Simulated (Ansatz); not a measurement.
**Quasiparticle gap of SiO2 (Fddd)**

Aim: the quasiparticle gap of SiO2 (Fddd), starting from LDA.

Calculated with Ansatz 0.2.0; LDA, then G0W0 on it, plane waves, PAW.

### 1. Set-up

Symmetry: Fddd, No. 70, orthorhombic system. The conventional cell has a = 4.719 Å, b = 9.433 Å, c = 14.726 Å, α = 90.00°, β = 90.00°, γ = 90.00°. Nearest to Si lie 4 O at 1.60 to 1.62 Å. O has 2 Si at 1.60 Å nearest. Nearest to O lie 2 Si at 1.62 Å. Farther neighbours and most contacts between anions are not listed.

The cell and positions are those that the Materials Project relaxed with its own functionals (PBE, PBE+U or r2SCAN), kept fixed. At the settings of the band run the largest force is still 0.08 eV/Å.

The logs state that the PAW files were generated under PBE.

### 2. The LDA band structure

Levels along a band path and on the mesh show where this functional puts the band edges.

This step: DFT, LDA, plane waves, PAW; PAW set soft_1.

File input.yaml:

```yaml
crystal:
  lattice:
    - [0.0, 4.71625711, 7.3627753715]
    - [2.3595806657, 0.0, 7.3627753715]
    - [2.3595806657, 4.71625711, 0.0]
  atoms:
    - { symbol: Si, position: [0.56323108, 0.56323108, 0.93676892] }
    - { symbol: Si, position: [0.31323108, 0.31323108, 0.68676892] }
    - { symbol: Si, position: [0.68676892, 0.68676892, 0.31323108] }
    - { symbol: Si, position: [0.93676892, 0.93676892, 0.56323108] }
    - { symbol: O, position: [0.625, 0.125, 0.625] }
    - { symbol: O, position: [0.625, 0.625, 0.125] }
    - { symbol: O, position: [0.625, 0.625, 0.625] }
    - { symbol: O, position: [0.125, 0.625, 0.625] }
    - { symbol: O, position: [0.1865604, 0.8134396, 0.1865604] }
    - { symbol: O, position: [0.8134396, 0.1865604, 0.8134396] }
    - { symbol: O, position: [0.4365604, 0.0634396, 0.4365604] }
    - { symbol: O, position: [0.0634396, 0.4365604, 0.0634396] }
kpoints:
  mp_grid: { grid: [6, 6, 6] }
  band_path:
    path:
      - [[0.0, 0.0, 0.0], [0.5, 0.0, 0.5], [1.0, 0.5, 0.5], [0.5, 0.5, 0.0], [0.0, 0.0, 0.0], [0.0, 0.33825295, 0.33825295]]
      - [[1.0, 0.66174705, 0.66174705], [1.0, 0.5, 0.5]]
      - [[0.5, 0.0, 0.5], [0.5, 0.21309896, 0.71309896]]
      - [[0.5, 0.78690104, 0.28690104], [0.5, 0.5, 0.0]]
      - [[0.0, 0.0, 0.0], [0.5, 0.5, 0.5]]
    npoints: 10
hamiltonian:
  xc: lda
  pseudopotentials: { kind: paw, azcp: { folder: soft_1 }, xc_functional: pbe }
scf:
  occupations: { method: fermi_dirac, width: 0.02 }
  n_extra_bands: 8
output:
  eigenvalues: true
  forces: true
  stress: true
  write_density: true
  write_potential: true
  elf: true
  volumetric_format: npy
```

Started as:

```
> ansatz run input.yaml --threads 3 --pin off --max-ram 92160MiB --backend cuda --events-out ev --progress --plain --runs-dir out --devices 1 --max-vram 13GiB
```

Numbers of over 12 decimals in the logs are rounded to 6 here.

The log of the run:

```text
scf.n_extra_bands = 8 over 32 filled bands (N_el = 64.0): the run solves 40 bands
GPUs: using 1 of 1 available (devices: 1).
Engine: ansatz 0.2.0, x86_64-unknown-linux-gnu
Pseudopotentials: kind: paw
Pseudopotential: Si, paw, valence charge 4, recommended cutoff 420 eV (normal), soft_1/Si.paw.azcp
Pseudopotential: O, paw, valence charge 6, recommended cutoff 420 eV (normal), soft_1/O.paw.azcp
Functional definition: SPW92
  exchange = slater_x
  correlation = pw_c
device memory: the entry about to start is reckoned to put 4.8 GiB on a device that reports 55.1 GiB free (of which the cap on the GPU budget leaves the run 13.0 GiB)
GPU FFT provider: cuFFT
GPU libraries: cuBLAS 13.8.2, cuFFT 12.4.0, cuSOLVER 12.3.4
Crystal: 12 atoms, lattice volume = 163.872 Å³
Basis set: ecut = 420 eV, 3169 PW (Γ)
Bands: 40, of which v1, the nominal top of the filled ones, is band 32 counted from 1 (31 counted from 0)
Symmetry: 8 space group operations
Space group: Fddd (ITA 70), of the structure as read, at distance tolerance 5.5e-5 Å
k-points: 46 of 216
Non-local potential: Si, projectors of the file, l = 0: 2, l = 1: 2, l = 2: 1
Non-local potential: O, projectors of the file, l = 0: 2, l = 1: 2, l = 2: 1
PAW form: soft (Blöchl's): semilocal exchange-correlation on the pseudo side does not see the compensation charge
PAW frozen core: Si, regenerated for the run's functional, and the local potential with it (the file was generated under x = pbe(κ = 0.804, μ = 0.219515), c = pbe(β = 0.066725))
PAW frozen core: O, regenerated for the run's functional, and the local potential with it (the file was generated under x = pbe(κ = 0.804, μ = 0.219515), c = pbe(β = 0.066725))
PAW one-centre angular grid: Si, 110 points (default); XC on 64 Gauss nodes
PAW one-centre angular grid: O, 110 points (default); XC on 64 Gauss nodes
Initial density: superposition of atomic densities (chi_scale 0.1, normalization cell, long waves kept (reshape's long-wave potential 0.01 eV rms))
Initial wavefunctions: pseudopotential atomic-orbital guess
GPU buffer pool allocated for 116640 grid points (all kernels)
GPU transforms: local potential and band sums: pruned to the plane-wave sphere, on 60×54×36
Functional: x = slater, c = lda
SCF iter   1: F=—  HF=-6897.267617 eV  |F-HF|=—  |Δ(HF+E_count)|=         —  Δρ=1.22e-1  dr2=2.19e1  ethr=3.10e-3  ⟨swp⟩=7.8  Hψ=9205  notcnv=0
preconditioner: auto → Resta (q_TF=auto, 2.333 Å⁻¹)  ε∞=2.8  [insulator: Δε(μ)=7.136 eV  Ē_g=17.231 eV  σ=0.020 eV  W_gap=1.00  n_scr=30 (ndim 8)  ℏωp=23.2 eV  f_vac=0.049  D(μ)=0.00/eV (n_scr^D=0)  ε∞_Penn≈2.8]
SCF iter   2: F=—  HF=-6891.051663 eV  |F-HF|=—  |Δ(HF+E_count)|=    6.22e0  Δρ=4.15e-2  dr2=1.19e0  ethr=3.10e-3  ⟨swp⟩=4.1  Hψ=5445  notcnv=0  defer=116
SCF iter   3: F=—  HF=-6890.794022 eV  |F-HF|=—  |Δ(HF+E_count)|=   2.58e-1  Δρ=1.98e-2  dr2=3.71e-1  ethr=1.85e-3  ⟨swp⟩=2.2  Hψ=1980  notcnv=0  defer=116
SCF iter   4: F=—  HF=-6890.708140 eV  |F-HF|=—  |Δ(HF+E_count)|=   8.59e-2  Δρ=1.70e-3  dr2=4.04e-3  ethr=5.79e-4  ⟨swp⟩=3.9  Hψ=3594  notcnv=0  defer=116
SCF iter   5: F=—  HF=-6890.710356 eV  |F-HF|=—  |Δ(HF+E_count)|=   2.22e-3  Δρ=1.60e-3  dr2=2.98e-3  ethr=6.31e-6  ⟨swp⟩=2.5  Hψ=3908  notcnv=0  defer=114
SCF iter   6: F=—  HF=-6890.709717 eV  |F-HF|=—  |Δ(HF+E_count)|=   6.39e-4  Δρ=1.85e-4  dr2=4.59e-5  ethr=4.65e-6  ⟨swp⟩=2.0  Hψ=3050  notcnv=0  defer=114
SCF iter   7: F=—  HF=-6890.709903 eV  |F-HF|=—  |Δ(HF+E_count)|=   1.86e-4  Δρ=5.28e-5  dr2=3.35e-6  ethr=7.18e-8  ⟨swp⟩=2.0  Hψ=2988  notcnv=0  defer=114
SCF iter   8: F=-6890.709907 eV  HF=-6890.709907 eV  |F-HF|=6.33e-8  |Δ(HF+E_count)|=   3.98e-6  Δρ=7.49e-6  dr2=8.92e-8  ethr=1.56e-10  ⟨swp⟩=19.5  Hψ=18948  notcnv=0
SCF 1 converged in 8 iterations: F = -6890.709907 eV  dr2 = 8.92e-8
  greatest PAW one-centre occupation: 0.856 electrons in one spin orbital (limit 2), on the O atom at site 11 (counted from 0), in its partial waves of l = 0
device memory: the entry about to start is reckoned to put 3.9 GiB on a device that reports 50.7 GiB free (of which the cap on the GPU budget leaves the run 13.0 GiB)
NSCF: frozen V_eff on 95 k-points
SCF converged after 8 iterations
Free energy (F): -6890.709907 eV
Harris-Foulkes:  -6890.709907 eV  (|F-HF|=6.33e-8)
Internal energy: -6890.709907 eV  (E = F + TS)
E sigma→0 (E₀):  -6890.709907 eV
Fermi energy:    4.221411 eV
--- Per-component energies (eV) ---
  E_band       = -345.439747
  E_kinetic    = 1546.651329
  E_local      = -4240.162828  (includes V_loc(G=0)·N_el)
  E_nonlocal   = 528.933463
  E_hartree    = 1558.260870
  E_xc         = -789.627115
  E_vxc        = -919.887661  (∫ρ·V_xc dr)
  E_paw        = -3165.227328  (= ΣΔE_a)
  E_vpaw       = -377.502813  (= ΣTr[D̂ρ^β])
  E_aug_tail   = 0.006884  (compensation charges beyond the density's cutoff)
  E_ewald      = -2330.657877
  E_core_change = 1.112695  (= ΣΔE_core)
  E_smearing   = -0.000000  (= −TS)
  E_closure    = 0.000000  (closes the sum)
  Σ components = -6890.709907   (vs F -6890.709907, Δ=0.00e0)
--- Forces (eV/Å), atoms counted from 1 ---
  atom   1  Si     0.00000000    -0.00000000    -0.07874262
  atom   2  Si    -0.00000000     0.00000000    -0.07874262
  atom   3  Si    -0.00000000     0.00000000     0.07874262
  atom   4  Si     0.00000000    -0.00000000     0.07874262
  atom   5  O      0.00000000     0.00000000    -0.00000000
  atom   6  O      0.00000000    -0.00000000    -0.00000000
  atom   7  O      0.00000000    -0.00000000    -0.00000000
  atom   8  O      0.00000000     0.00000000     0.00000000
  atom   9  O      0.00000000     0.06091357     0.00000000
  atom  10  O      0.00000000    -0.06091357     0.00000000
  atom  11  O      0.00000000     0.06091357     0.00000000
  atom  12  O     -0.00000000    -0.06091357    -0.00000000
  max |Σ_I F_I| component: 6.94e-18 eV/Å
--- Stress (GPa, compression-positive) ---
       -1.826643       0.000000       0.000000
        0.000000      -1.349213       0.000000
        0.000000       0.000000      -1.552120
  P = ⅓ Tr σ = -1.5760 GPa (-15.760 kbar)
--- Band table (eV; the first three rows and the last of 46) ---
  k-point 0: bands = [... 28 lower, 0.8042, 1.0083, 1.4099, 1.4475, 6.9810, 9.5144, 9.5647, 9.9041, ... 4 higher]
  k-point 1: bands = [... 28 lower, 0.7321, 1.0204, 1.2914, 1.3648, 7.4324, 9.7563, 9.8705, 9.9660, ... 4 higher]
  k-point 2: bands = [... 28 lower, 0.7169, 1.0386, 1.1582, 1.1855, 8.4886, 10.1395, 10.3027, 10.5253, ... 4 higher]
  k-point 45: bands = [... 28 lower, 0.8149, 0.8149, 1.2814, 1.2814, 8.1256, 8.1256, 10.0021, 10.0021, ... 4 higher]
```

It took 18 s on 1 × NVIDIA H100 80GB HBM3 (shared by 6 runs) with 3 threads of AMD EPYC 7R13 (Zen 3), shared host; peak memory 1.1 GiB.

In the SCF lines HF is the Harris–Foulkes energy and dr2 the Hartree energy of the density residual, in eV; the loop may stop once dr2 is under the threshold and the program's other checks hold. Hψ counts applications of the Hamiltonian.

Numbers from this step:

| Item | Value |
| --- | --- |
| pressure | -1.576 GPa |
| filled bands | 32 |
| gap | 5.533 eV |
| valence top at | Γ |
| conduction bottom at | Γ |
| least direct gap | 5.533 eV |

Over mesh and path the gap is 5.533 eV, direct, at k = Γ.

The electronic bands at the labelled points (eV, zero at the top of the highest nominally filled band):

```
     point  band 29  band 30  band 31  band 32  band 33  band 34  band 35  band 36
         Γ    -0.64    -0.44    -0.04     0.00     5.53     8.07     8.12     8.46
   halfway    -0.61    -0.54    -0.40    -0.10     6.24     8.39     8.62     8.82
         Y    -0.88    -0.88    -0.26    -0.26     7.71     7.71     9.29     9.29
   halfway    -0.91    -0.91    -0.18    -0.18     7.83     7.83     9.20     9.20
         T    -0.91    -0.91    -0.12    -0.12     8.03     8.03     8.78     8.78
   halfway    -0.66    -0.66    -0.20    -0.20     7.18     7.18     9.00     9.00
         Z    -0.63    -0.63    -0.17    -0.17     6.68     6.68     8.55     8.55
   halfway    -0.62    -0.54    -0.09    -0.08     5.85     7.69     8.25     8.34
         Γ    -0.64    -0.44    -0.04     0.00     5.53     8.07     8.12     8.46
   halfway    -0.68    -0.45    -0.33    -0.28     6.75     8.73     9.03     9.04
        Σ0    -0.93    -0.74    -0.40    -0.13     8.53     8.55     8.88     8.94
jump to U0    -0.93    -0.74    -0.40    -0.13     8.53     8.55     8.88     8.94
   halfway    -1.00    -0.82    -0.22    -0.08     8.10     8.32     8.77     8.86
         T    -0.91    -0.91    -0.12    -0.12     8.03     8.03     8.78     8.78
 jump to Y    -0.88    -0.88    -0.26    -0.26     7.71     7.71     9.29     9.29
   halfway    -0.78    -0.78    -0.27    -0.27     8.01     8.01     9.42     9.42
        C0    -0.71    -0.71    -0.29    -0.29     8.46     8.46     9.06     9.06
jump to A0    -0.71    -0.71    -0.29    -0.29     8.46     8.46     9.06     9.06
   halfway    -0.48    -0.48    -0.33    -0.33     7.34     7.34     8.87     8.87
         Z    -0.63    -0.63    -0.17    -0.17     6.68     6.68     8.55     8.55
 jump to Γ    -0.64    -0.44    -0.04     0.00     5.53     8.07     8.12     8.46
   halfway    -0.77    -0.42    -0.24    -0.17     6.47     8.54     8.60     8.83
         L    -0.62    -0.57    -0.32    -0.26     7.96     8.53     8.76     9.25
```

Electrostatic potential energy in the bc plane of the conventional cell at fractional x = 0.000, with atoms of Si and O within 0.2 Å of it. With pseudopotentials it is smooth inside the atoms' cores, unlike the true potential.

Ten even steps from '0' (-32 eV) to '9' (10 eV), each cell a mean:
```
99961148899999999986113899
99998888899999999988889999
99999988855777864788899999
99999999865311255899999999
99999999986125048999999999
78999999998522478999999988
12689999999988899999999741
50489999999999999999998612
23547999999999999999985452
88767888999999999988886688
99999887789999999767889999
99999850018999994002899999
99999861138999996114889999
99999888899999999888889999
78647888999999999998885577
12558999999999999999986531
50489999999999999999998612
24789999999887899999999852
88999999997411268999999998
99999999986125048999999999
99999999854522354799999999
99999888866888876788899999
99997678899999999988778999
99940028999999999985001899
```
Columns run along b (9.4 Å; values clipped at the 3rd and 97th percentile), rows up along c (14.7 Å), edges of the conventional cell, whose origin can differ from the input's. Atoms in or near the plane, at fractional coordinates: Si at (0.00, 0.31), Si at (0.50, 0.81), Si at (0.50, 0.19), Si at (0.00, 0.69), O at (0.19, 0.00), O at (0.69, 0.50), O at (0.81, 0.00), O at (0.31, 0.50).

ELF in the bc plane of the conventional cell at fractional x = 0.000, with atoms of Si and O within 0.2 Å of it. It is the smooth field of the valence electrons, not physical close to the nuclei.

Ten even steps from '0' (0.00) to '9' (0.83), each cell a mean:
```
03798896200000000148889950
00246642356510366423665310
00000115899842699963110000
00000015899832699973000000
00000001334222233320000000
12320000012322331000001232
22210000012211221000001222
23555310000000000000245542
27999730000000000002699984
26998521210000000121479973
02443247875200146886323431
00001588699610389768730000
00001488899500379889620000
03664236653100024664235651
26999631100000000011589984
26999730000000000001589983
22333200000000000000133422
23310000012321232000001232
12210000012222221000001221
00000002455422355531000000
00000026999842799973000000
00001214799732699852121000
01468863234310244324787520
03897687300000000158869961
```
Columns run along b (9.4 Å), rows up along c (14.7 Å), edges of the conventional cell, whose origin can differ from the input's. Atoms in or near the plane, at fractional coordinates: Si at (0.00, 0.31), Si at (0.50, 0.81), Si at (0.50, 0.19), Si at (0.00, 0.69), O at (0.19, 0.00), O at (0.69, 0.50), O at (0.81, 0.00), O at (0.31, 0.50).

[end of part 1 of 2]

[Paths, hosts, dates, memory and timing lines, banners, echoed tables and standing remarks are left out of the program output.]

[Logs are printed without paths, hosts, clocks, repeated set-up lines and the standing remarks that a program may print on its own settings, such as how far it seeks lower states.]

[Runs of the session that timed out or met a known fault of the program may be left out.]

[Cells called generated may have been cut or substituted from an entry of the Crystallography Open Database or the Materials Project.]

[Hosts, paths, dates, database ids (printed as entryN), source tags and the programs' standing remarks are cut or masked in the printed files.]

[Where an RPA ε∞ is given, it is that of the G0W0 mesh and is not shown converged in it. Names of k-points follow the symmetry that the program found, which can be lower than the space group named. Band edges on a path are those of the sampled points; other points can move an edge, and change direct to indirect where valleys lie close.]

[Hybrid gaps are those of their k-mesh and are not shown converged in it.]
